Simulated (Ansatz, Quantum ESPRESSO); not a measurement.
# Evanescent states of NaI, rock salt type, lattice constant set to 6.431 Å, part 2 of 4

Wanted: the complex band structure of NaI, rock salt type, lattice constant set to 6.431 Å, as for a tunnel barrier.

Quantum ESPRESSO 7.5; plane-wave DFT, LDA, PseudoDojo norm-conserving pseudopotentials; cross-check by Ansatz 0.2.0 with PAW datasets.

So far. Step 2 (SCF with pw.x): The run needed 7 iterations to bring the estimated error under 1e-09 Ry.

The structure was built from a prototype and need not be the compound's stable phase.

## Step 3: Complex bands with pwcond.x

Level of this step: complex band structure by pwcond; plane-wave DFT, LDA, PseudoDojo norm-conserving pseudopotentials (Quantum ESPRESSO).

ikind = 0 solves one period of the crystal for all kz, real and complex, at each energy and k across. ewind and epsproj trim the two-dimensional plane-wave basis; nz1 sets the subslabs.

The input, cbs.in:

```
&inputcond
  outdir = './out'
  prefixl = 'scf'
  band_file = 'cbs'
  ikind = 0
  ewind = 4.0
  epsproj = 1e-05
  nz1 = 7
  energy0 = 7.44
  denergy = -0.24
/
4
  0.00000000 0.00000000 1.00000000
  0.50000000 0.00000000 1.00000000
  0.50000000 0.50000000 1.00000000
  0.25000000 0.00000000 1.00000000
40
```

On the command line:

```sh
OMP_NUM_THREADS=1 mpirun -n 2 pwcond.x -in cbs.in > cbs.out
```

What it wrote:

```text
[banner, memory and clock lines left out]
Program PWCOND v.7.5 starts

          URL

     ./out/scf.save/

     IMPORTANT: XC functional enforced from input :
     Exchange-correlation= PW
                           (   1   4   0   0   0   0   0)
     Any further DFT definition will be discarded
     Please, verify this is what you really want

     Reading collected, re-writing distributed wavefunctions

===== INPUT FILE containing the left lead =====

     GEOMETRY:

     lattice parameter (alat)  =       8.5933  a.u.
     the volume                =     897.4332 (a.u.)^3
     the cross section         =      73.8456 (a.u.)^2
     l of the unit cell        =       1.4142 (alat)
     number of atoms/cell      =            4
     number of atomic types    =            2

     crystal axes: (cart. coord. in units of alat)
               a(1) = (  1.0000  0.0000  0.0000 )
               a(2) = (  0.0000  1.0000  0.0000 )
               a(3) = (  0.0000  0.0000  1.4142 )

   Cartesian axes

     site n.     atom                  positions (alat units)
          1        Na     tau(  1)=(  0.0000  0.0000  1.4142  )
          2        I      tau(  2)=(  0.5000  0.5000  1.4142  )
          3        Na     tau(  3)=(  0.5000  0.5000  0.7071  )
          4        I      tau(  4)=(  0.0000  0.0000  0.7071  )

     nr1s                      =           48
     nr2s                      =           48
     nr3s                      =           72
     nr1sx                     =           48
     nr2sx                     =           48
     nr3sx                     =           72
     nr1                       =           48
     nr2                       =           48
     nr3                       =           72
     nr1x                      =           48
     nr2x                      =           48
     nr3x                      =           72

 _______________________________
  Radii of nonlocal spheres:

     type       ibeta     ang. mom.          radius (alat units)
       Na         1         0                    0.1373
       Na         2         0                    0.1396
       Na         3         1                    0.1780
       Na         4         1                    0.1792
       I          1         0                    0.2327
       I          2         0                    0.2316
       I          3         1                    0.2502
       I          4         1                    0.2525
       I          5         2                    0.2665
       I          6         2                    0.2688
----- General information -----

----- Complex band structure calculation -----

     nrx                       =           48
     nry                       =           48
     nz1                       =            7

     energy0               =         7.4E+00
     denergy               =        -2.4E-01
     nenergy               =         40
     ecut2d                =         7.6E+01
     ewind                 =         4.0E+00
     epsproj               =         1.0E-05

     number of k_|| points=    4
                       cryst. coord.
        k(    1) = (   0.0000000   0.0000000), wk =   0.2500000
        k(    2) = (   0.5000000   0.0000000), wk =   0.2500000
        k(    3) = (   0.5000000   0.5000000), wk =   0.2500000
        k(    4) = (   0.2500000   0.0000000), wk =   0.2500000
----- Information about left lead -----

     nocros                   =           26
     noins                    =           26
     norb                     =           78
     norbf                    =           78
     nrz                      =           72

      iorb      type   ibeta   ang. mom.   m       position (alat)
        1        1       1        0        1   taunew(   1)=(  0.0000  0.0000  0.0000)
        2        1       2        0        1   taunew(   2)=(  0.0000  0.0000  0.0000)
        3        1       3        1        1   taunew(   3)=(  0.0000  0.0000  0.0000)
        4        1       3        1        2   taunew(   4)=(  0.0000  0.0000  0.0000)
        5        1       3        1        3   taunew(   5)=(  0.0000  0.0000  0.0000)
        6        1       4        1        1   taunew(   6)=(  0.0000  0.0000  0.0000)
        7        1       4        1        2   taunew(   7)=(  0.0000  0.0000  0.0000)
        8        1       4        1        3   taunew(   8)=(  0.0000  0.0000  0.0000)
        9        2       1        0        1   taunew(   9)=(  0.5000  0.5000  0.0000)
       10        2       2        0        1   taunew(  10)=(  0.5000  0.5000  0.0000)
       11        2       3        1        1   taunew(  11)=(  0.5000  0.5000  0.0000)
       12        2       3        1        2   taunew(  12)=(  0.5000  0.5000  0.0000)
       13        2       3        1        3   taunew(  13)=(  0.5000  0.5000  0.0000)
       14        2       4        1        1   taunew(  14)=(  0.5000  0.5000  0.0000)
       15        2       4        1        2   taunew(  15)=(  0.5000  0.5000  0.0000)
       16        2       4        1        3   taunew(  16)=(  0.5000  0.5000  0.0000)
       17        2       5        2        1   taunew(  17)=(  0.5000  0.5000  0.0000)
       18        2       5        2        2   taunew(  18)=(  0.5000  0.5000  0.0000)
       19        2       5        2        3   taunew(  19)=(  0.5000  0.5000  0.0000)
       20        2       5        2        4   taunew(  20)=(  0.5000  0.5000  0.0000)
       21        2       5        2        5   taunew(  21)=(  0.5000  0.5000  0.0000)
       22        2       6        2        1   taunew(  22)=(  0.5000  0.5000  0.0000)
       23        2       6        2        2   taunew(  23)=(  0.5000  0.5000  0.0000)
       24        2       6        2        3   taunew(  24)=(  0.5000  0.5000  0.0000)
       25        2       6        2        4   taunew(  25)=(  0.5000  0.5000  0.0000)
       26        2       6        2        5   taunew(  26)=(  0.5000  0.5000  0.0000)
       27        1       1        0        1   taunew(  27)=(  0.5000  0.5000  0.7071)
       28        1       2        0        1   taunew(  28)=(  0.5000  0.5000  0.7071)
       29        1       3        1        1   taunew(  29)=(  0.5000  0.5000  0.7071)
       30        1       3        1        2   taunew(  30)=(  0.5000  0.5000  0.7071)
       31        1       3        1        3   taunew(  31)=(  0.5000  0.5000  0.7071)
       32        1       4        1        1   taunew(  32)=(  0.5000  0.5000  0.7071)
       33        1       4        1        2   taunew(  33)=(  0.5000  0.5000  0.7071)
       34        1       4        1        3   taunew(  34)=(  0.5000  0.5000  0.7071)
[...]
14   0.2553 0.2750 0.0196   000000000000000011111111110000000000000000000000000000000000000000000000000000
   15   0.2750 0.2946 0.0196   000000000000000000000000000000000000000000000000000000000000000000000000000000
   16   0.2946 0.3143 0.0196   000000000000000000000000000000000000000000000000000000000000000000000000000000
   17   0.3143 0.3339 0.0196   000000000000000000000000000000000000000000000000000000000000000000000000000000
   18   0.3339 0.3536 0.0196   000000000000000000000000000000000000000000000000000000000000000000000000000000
   19   0.3536 0.3732 0.0196   000000000000000000000000000000000000000000000000000000000000000000000000000000
   20   0.3732 0.3928 0.0196   000000000000000000000000000000000000000000000000000000000000000000000000000000
   21   0.3928 0.4125 0.0196   000000000000000000000000000000000000000000000000000000000000000000000000000000
   22   0.4125 0.4321 0.0196   000000000000000000000000000000000000000000000000000000000000000000000000000000
   23   0.4321 0.4518 0.0196   000000000000000000000000000000000000000000111111111100000000000000000000000000
   24   0.4518 0.4714 0.0196   000000000000000000000000000000000000111111111111111100000000000000000000000000
   25   0.4714 0.4910 0.0196   000000000000000000000000000000000011111111111111111100000000000000000000000000
   26   0.4910 0.5107 0.0196   000000000000000000000000000000000011111111111111111100000000000000000000000000
   27   0.5107 0.5303 0.0196   000000000000000000000000000011111111111111111111111100000000000000000000000000
   28   0.5303 0.5500 0.0196   000000000000000000000000000011111111111111111111111100000000000000000000000000
   29   0.5500 0.5696 0.0196   000000000000000000000000000111111111111111111111111100000000000000000000000000
   30   0.5696 0.5893 0.0196   000000000000000000000000001111111111111111111111111100000000000000000000000000
   31   0.5893 0.6089 0.0196   000000000000000000000000001111111111111111111111111100000000000000000000000000
   32   0.6089 0.6285 0.0196   000000000000000000000000001111111111111111111111111100000000000000000000000000
   33   0.6285 0.6482 0.0196   000000000000000000000000001111111111111111111111111100000000000000000000000000
   34   0.6482 0.6678 0.0196   000000000000000000000000001111111111111111111111111100000000000000000000000000
   35   0.6678 0.6875 0.0196   000000000000000000000000001111111111111111111111111100000000000000000000000000
   36   0.6875 0.7071 0.0196   000000000000000000000000001111111111111111111111111100000000000000000000000000
   37   0.7071 0.7267 0.0196   000000000000000000000000001111111111111111111111111100000000000000000000000000
   38   0.7267 0.7464 0.0196   000000000000000000000000001111111111111111111111111100000000000000000000000000
   39   0.7464 0.7660 0.0196   000000000000000000000000001111111111111111111111111100000000000000000000000000
   40   0.7660 0.7857 0.0196   000000000000000000000000001111111111111111111111111100000000000000000000000000
   41   0.7857 0.8053 0.0196   000000000000000000000000001111111111111111111111111100000000000000000000000000
   42   0.8053 0.8250 0.0196   000000000000000000000000001111111111111111111111111100000000000000000000000000
   43   0.8250 0.8446 0.0196   000000000000000000000000001111111111111111111111111100000000000000000000000000
   44   0.8446 0.8642 0.0196   000000000000000000000000000111111111111111111111111100000000000000000000000000
   45   0.8642 0.8839 0.0196   000000000000000000000000000011111111111111111111111100000000000000000000000000
   46   0.8839 0.9035 0.0196   000000000000000000000000000011111111111111111111111100000000000000000000000000
   47   0.9035 0.9232 0.0196   000000000000000000000000000000000011111111111111111100000000000000000000000000
   48   0.9232 0.9428 0.0196   000000000000000000000000000000000011111111111111111100000000000000000000000000
   49   0.9428 0.9625 0.0196   000000000000000000000000000000000000111111111111111100000000000000000000000000
   50   0.9625 0.9821 0.0196   000000000000000000000000000000000000000000111111111100000000000000000000000000
   51   0.9821 1.0017 0.0196   000000000000000000000000000000000000000000000000000000000000000000000000000000
   52   1.0017 1.0214 0.0196   000000000000000000000000000000000000000000000000000000000000000000000000000000
   53   1.0214 1.0410 0.0196   000000000000000000000000000000000000000000000000000000000000000000000000000000
   54   1.0410 1.0607 0.0196   000000000000000000000000000000000000000000000000000000000000000000000000000000
   55   1.0607 1.0803 0.0196   000000000000000000000000000000000000000000000000000000000000000000000000000000
   56   1.0803 1.0999 0.0196   000000000000000000000000000000000000000000000000000000000000000000000000000000
   57   1.0999 1.1196 0.0196   000000000000000000000000000000000000000000000000000000000000000000000000000000
   58   1.1196 1.1392 0.0196   000000000000000000000000000000000000000000000000000000000000000000000000000000
   59   1.1392 1.1589 0.0196   000000000000000000000000000000000000000000000000000000000000000000001111111111
   60   1.1589 1.1785 0.0196   000000000000000000000000000000000000000000000000000000000000001111111111111111
   61   1.1785 1.1982 0.0196   000000000000000000000000000000000000000000000000000000000000111111111111111111
   62   1.1982 1.2178 0.0196   000000000000000000000000000000000000000000000000000000000000111111111111111111
   63   1.2178 1.2374 0.0196   000000000000000000000000000000000000000000000000000000111111111111111111111111
   64   1.2374 1.2571 0.0196   000000000000000000000000000000000000000000000000000000111111111111111111111111
   65   1.2571 1.2767 0.0196   000000000000000000000000000000000000000000000000000001111111111111111111111111
   66   1.2767 1.2964 0.0196   000000000000000000000000000000000000000000000000000011111111111111111111111111
   67   1.2964 1.3160 0.0196   000000000000000000000000000000000000000000000000000011111111111111111111111111
   68   1.3160 1.3356 0.0196   000000000000000000000000000000000000000000000000000011111111111111111111111111
   69   1.3356 1.3553 0.0196   000000000000000000000000000000000000000000000000000011111111111111111111111111
   70   1.3553 1.3749 0.0196   000000000000000000000000000000000000000000000000000011111111111111111111111111
   71   1.3749 1.3946 0.0196   000000000000000000000000000000000000000000000000000011111111111111111111111111
   72   1.3946 1.4142 0.0196   000000000000000000000000000000000000000000000000000011111111111111111111111111
 ngper, shell number =          437          58
 ngper, n2d =          437         116
---  E-Ef =    7.4400000  k =    0.0000000   0.0000000
---  ie =          1  ik =          1
 Nchannels of the left tip =            1
 Right moving states:
   k1(2pi/a)   k2(2pi/a)   E-Ef (eV)
  -0.1733866  -0.0000000   7.4400000
 Left moving states:
   k1(2pi/a)   k2(2pi/a)   E-Ef (eV)
   0.1733866   0.0000000   7.4400000

---  E-Ef =    7.2000000  k =    0.0000000   0.0000000
---  ie =          2  ik =          1
 Nchannels of the left tip =            1
 Right moving states:
   k1(2pi/a)   k2(2pi/a)   E-Ef (eV)
  -0.2336824  -0.0000000   7.2000000
 Left moving states:
   k1(2pi/a)   k2(2pi/a)   E-Ef (eV)
   0.2336824  -0.0000000   7.2000000
[... further energies and points left out ...]
---  E-Ef =   -1.6800000  k =    0.2500000   0.0000000
---  ie =         39  ik =          4
 Nchannels of the left tip =            1
 Right moving states:
   k1(2pi/a)   k2(2pi/a)   E-Ef (eV)
  -0.3977671  -0.0000000  -1.6800000
 Left moving states:
   k1(2pi/a)   k2(2pi/a)   E-Ef (eV)
   0.3977671  -0.0000000  -1.6800000

---  E-Ef =   -1.9200000  k =    0.2500000   0.0000000
---  ie =         40  ik =          4
 Nchannels of the left tip =            2
 Right moving states:
   k1(2pi/a)   k2(2pi/a)   E-Ef (eV)
  -0.2431972  -0.0000000  -1.9200000
   0.3919875   0.0000000  -1.9200000
 Left moving states:
   k1(2pi/a)   k2(2pi/a)   E-Ef (eV)
   0.2431972  -0.0000000  -1.9200000
  -0.3919875   0.0000000  -1.9200000

Note: The following floating-point exceptions are signalling: IEEE_UNDERFLOW_FLAG IEEE_DENORMAL
Note: The following floating-point exceptions are signalling: IEEE_UNDERFLOW_FLAG IEEE_DENORMAL
```

Elapsed: 4.2 min, on 2 MPI ranks of Intel Xeon Platinum 8488C (Sapphire Rapids), shared host; peak memory 0.17 GiB.

This step gave:

* peak of the smallest κ at the zone centre: 0.248 Å⁻¹
* energy of the peak at the zone centre: 1.44 eV
* peak of the smallest κ at (1/2, 0): 0.407 Å⁻¹
* peak of the smallest κ at (1/2, 1/2): 0.427 Å⁻¹
* peak of the smallest κ at (1/4, 0): 0.42 Å⁻¹

K across = (0, 0) in the cell's reciprocal vectors; values within 0.0025 1/Å of each other count once, columns are sorted by size at each energy, a dash where no further value was kept. Im kz of the slowest decaying states against energy, zero at the highest filled level of the SCF mesh:

```
energy (eV)  decay 1 (Å⁻¹)  decay 2 (Å⁻¹)  decay 3 (Å⁻¹)
      -1.92          0.715          0.737           1.41
      -1.68          0.664          0.716           1.39
      -1.20           0.47           0.71           1.34
      -0.96          0.313          0.705           1.32
      -0.72          0.697           1.29           1.61
      -0.24          0.679           1.24           1.57
       0.00          0.001          0.669           1.21
       0.24          0.139           0.29          0.657
       0.72          0.214          0.451          0.629
       0.96          0.232          0.495          0.613
       1.20          0.243          0.528          0.597
       1.68          0.248          0.559          0.573
       1.92          0.243          0.537          0.588
       2.16          0.233          0.514          0.599
       2.64          0.198          0.461          0.611
       2.88          0.169          0.431          0.614
       3.36          0.038          0.357          0.612
       3.60          0.312          0.609          0.702
       3.84          0.255          0.603          0.653
       4.32          0.542          0.588           1.25
       4.56          0.476          0.577           1.23
       4.80            0.4          0.565           1.21
       5.28           0.09          0.157          0.536
       5.52          0.128          0.518           1.12
       5.76          0.148          0.498           1.09
       6.24          0.159           0.45           1.02
       6.48          0.154          0.422          0.989
       6.72          0.143          0.388          0.954
       7.20          0.092          0.303          0.878
       7.44          0.011          0.244          0.838
```

K across = (0, 0) in the cell's reciprocal vectors. The Re kz of states that move upwards by energy, zero at the highest filled level of the SCF mesh:

```
energy (eV)  channel 1 (Å⁻¹)  channel 2 (Å⁻¹)  channel 3 (Å⁻¹)
      -1.92            0.179                -                -
      -1.44            0.440                -                -
      -0.96           -0.377                -                -
      -0.48           -0.235            0.446            0.446
      -0.24           -0.339           -0.339           -0.156
       0.00          -0.0278          -0.0278                -
       0.24                -                -                -
       0.72                -                -                -
       1.20                -                -                -
       1.68                -                -                -
       2.16                -                -                -
       2.64                -                -                -
       2.88                -                -                -
       3.36                -                -                -
       3.84            0.185                -                -
       4.32           0.0740            0.283                -
       4.80            0.303            0.381                -
       5.28                -                -                -
       5.76            0.336                -                -
       6.00            0.427                -                -
       6.48           -0.406                -                -
       6.96           -0.286                -                -
       7.44           -0.169                -                -
```

K across = (1/2, 0) in the cell's reciprocal vectors; values within 0.0025 1/Å of each other count once, columns are sorted by size at each energy, a dash where no further value was kept. The Im kz of the slowest decaying states by energy, zero at the highest filled level of the SCF mesh:

```
energy (eV)  decay 1 (Å⁻¹)  decay 2 (Å⁻¹)  decay 3 (Å⁻¹)
      -1.92           1.19           1.25              -
      -1.68          0.091           1.14              -
      -1.20          0.104           1.03           1.18
      -0.96          0.962           1.16              -
      -0.72          0.871           1.14           1.94
      -0.24          0.095          0.523              -
       0.00           0.21          0.752           1.06
       0.24          0.271          0.821           1.04
       0.72          0.343          0.875          0.989
       0.96          0.366          0.885          0.965
       1.20          0.383          0.888           0.94
       1.68          0.403          0.884           0.89
       1.92          0.407          0.865          0.877
       2.16          0.407           0.84          0.868
       2.64          0.398          0.789          0.844
       2.88          0.388          0.763          0.829
       3.36          0.358          0.709          0.796
       3.60          0.337          0.681          0.777
       3.84          0.311          0.653          0.757
       4.32          0.238          0.592          0.712
       4.56          0.183          0.559          0.687
       4.80          0.089          0.525          0.661
       5.28          0.447          0.602           1.39
       5.52          0.402          0.569           1.36
       5.76          0.349          0.533              -
       6.24          0.127          0.131          0.176
       6.48          0.115            0.4           1.25
       6.72          0.342           1.22              -
       7.20          0.037           0.16          0.165
       7.44           0.08           1.13              -
```

[end of part 2 of 4]

[Logs are printed without paths, hosts, clocks, repeated set-up lines and the standing remarks that a program may print on its own settings, such as how far it seeks lower states.]

[Hosts, paths, dates, database ids (printed as entryN), source tags and the programs' standing remarks are cut or masked in the printed files.]

[Maps of the electrostatic potential energy from Ansatz leave out the sawtooth potential of an applied field or a dipole correction, so their vacuum need not be flat; planar profiles and work functions include it.]
